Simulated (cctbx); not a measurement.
**Eu2MgRuO6: solution and refinement**

Cell a = 7.7660 Å, b = 7.7660 Å, c = 7.7660 Å, α = 90.00°, β = 90.00°, γ = 90.00°; space group Fm-3m (no. 225); content Eu8 Ru4 Mg4 O24.

The data are simulated with cctbx, not measured: Mo Kα, λ = 0.71073 Å, to d = 0.77 Å, 70 % of the full sphere, strongest reflection 40000 counts, noise from counting, a 6 % proportional error and a noise floor of 15 counts (s.d.); no absorption.

Charge flipping in P1 on normalised amplitudes to 0.8 Å, δ = 1 σ, 30 % of the reflections treated as weak, 150 cycles:

```text
cycle      R  skewness
    0  0.468     0.35
   12  0.382     1.51
   24  0.351     4.04
   36  0.329     4.53
   48  0.320     4.41
   60  0.323     4.59
   72  0.320     4.58
   84  0.312     4.61
   96  0.319     4.41
  108  0.327     4.42
  120  0.324     4.29
  132  0.324     4.48
  144  0.317     4.56
origin shift          correlation  skewness
 0.311  0.315  0.066      0.953      6.13
 0.061  0.065  0.316      0.953      6.21
 0.099  0.404  0.063      0.879      0.06
 0.092  0.341  0.240      0.847      0.31
taken: symmetry correlation 0.953, skewness 6.21
peak      x       y       z  mult  height/sigma
Q1    0.0000  0.0000  0.5000    4     16.8
Q2    0.2500  0.2500  0.2500    8     13.9
Q3    0.0000  0.0000  0.0000    4      7.3
Q4    0.0000  0.0000  0.2497   24      1.8
Q5    0.0755  0.2500  0.2500   48      1.7
Q6    0.0000  0.1013  0.3987   48      1.3
Q7    0.0000  0.0984  0.0984   48      0.9
Q8    0.0000  0.1520  0.2560   96      0.8
Q9    0.1557  0.1557  0.3443   32      0.4
```

The origin is taken among those within 0.04 of the best correlation, by the skewness of the map.

It took 1.4 s on 1 thread of Arm Neoverse V2 (shared host), peak memory 0.07 GiB.

Q: Assign the peaks.

Heights follow Z only loosely here, so the multiplicities, which must add up to the content, decide. First model: Q1 = Ru1 (4 in the cell, height 16.8), Q2 = Eu1 (8 in the cell, height 13.9), Q3 = Mg1 (4 in the cell, height 7.3) and Q4 = O1 (24 in the cell, height 1.8). Against the true structure, Q1 is Ru, Q2 is Eu, Q3 is Mg and Q4 is O; the other peaks are not atoms.

Least squares on F², isotropic:

```text
Rint 0.042, 46 unique reflections to 0.78 A
cycle     R1     wR2    GooF  max shift (A)
   1  0.1378  0.2945  16.275   0.01233
   2  0.0095  0.0171   0.944   0.00000
final R1 0.0095 wR2 0.0171 GooF 0.944  parameters 5  data/parameter 9.2
atom        x        y        z      Ueq    occ   su(xyz)  su(Uiso or U11)
Ru1    0.00000  0.00000  0.50000   0.0035  1.000  0.00000  0.0002
Eu1    0.25000  0.25000  0.25000   0.0027  1.000  0.00000  0.0002
Mg1    0.00000  0.00000  0.00000   0.0057  1.000  0.00000  0.0007
O1     0.00000  0.00000  0.24811   0.0069  1.000  0.00019  0.0008
difference map: max 0.45 min -0.41 rms 0.16
Q1    0.0000  0.0000  0.3839   24    0.46  0.90 A from Ru1
Q2    0.1724  0.1724  0.3276   32    0.36  1.04 A from Eu1
Q3    0.0613  0.0613  0.2691   96    0.33  0.69 A from O1
Q4    0.1884  0.1884  0.1884   32    0.33  0.83 A from Eu1
Q5    0.0000  0.1964  0.1964   48    0.32  1.58 A from O1
```

Anisotropic refinement:

```text
Rint 0.042, 46 unique reflections to 0.78 A
cycle     R1     wR2    GooF  max shift (A)
   1  0.0100  0.0195   1.090   0.00001
   2  0.0095  0.0171   0.955   0.00000
final R1 0.0095 wR2 0.0171 GooF 0.955  parameters 6  data/parameter 7.7
atom        x        y        z      Ueq    occ   su(xyz)  su(Uiso or U11)
Ru1    0.00000  0.00000  0.50000   0.0035  1.000  0.00000  0.0002
Eu1    0.25000  0.25000  0.25000   0.0027  1.000  0.00000  0.0002
Mg1    0.00000  0.00000  0.00000   0.0057  1.000  0.00000  0.0007
O1     0.00000  0.00000  0.24811   0.0069  1.000  0.00020  0.0011
difference map: max 0.45 min -0.41 rms 0.16
Q1    0.0000  0.0000  0.3844   24    0.46  0.90 A from Ru1
Q2    0.1723  0.1723  0.3277   32    0.36  1.05 A from Eu1
Q3    0.0610  0.0610  0.2682   96    0.33  0.69 A from O1
Q4    0.1884  0.1884  0.1884   32    0.33  0.83 A from Eu1
Q5    0.0000  0.1962  0.1962   48    0.32  1.58 A from O1
Q6    0.0000  0.1996  0.3004   48    0.30  1.60 A from O1
```

**Reading.** The refinement ends at R1 = 0.0095, wR2 = 0.0171, GooF = 0.95, with difference density between -0.41 and 0.45 e/Å³. Every site matches the true model in element, within 0.001 Å r.m.s., up to an allowed shift of origin.

True model:

```csv
atom,mult.,x,y,z,Ueq (Å²)
Eu1,8,1/4,1/4,3/4,0.0026
Ru1,4,0,0,0,0.0032
Mg1,4,1/2,0,0,0.0054
O1,24,0.7484,0,0,0.0062
```

This is a model crystal, built by substitution and not relaxed, with assumed displacement parameters.

[Middle refinement cycles are left out of these outputs.]

[Logs are printed without paths, hosts, clocks, repeated set-up lines and the standing remarks that a program may print on its own settings, such as how far it seeks lower states.]
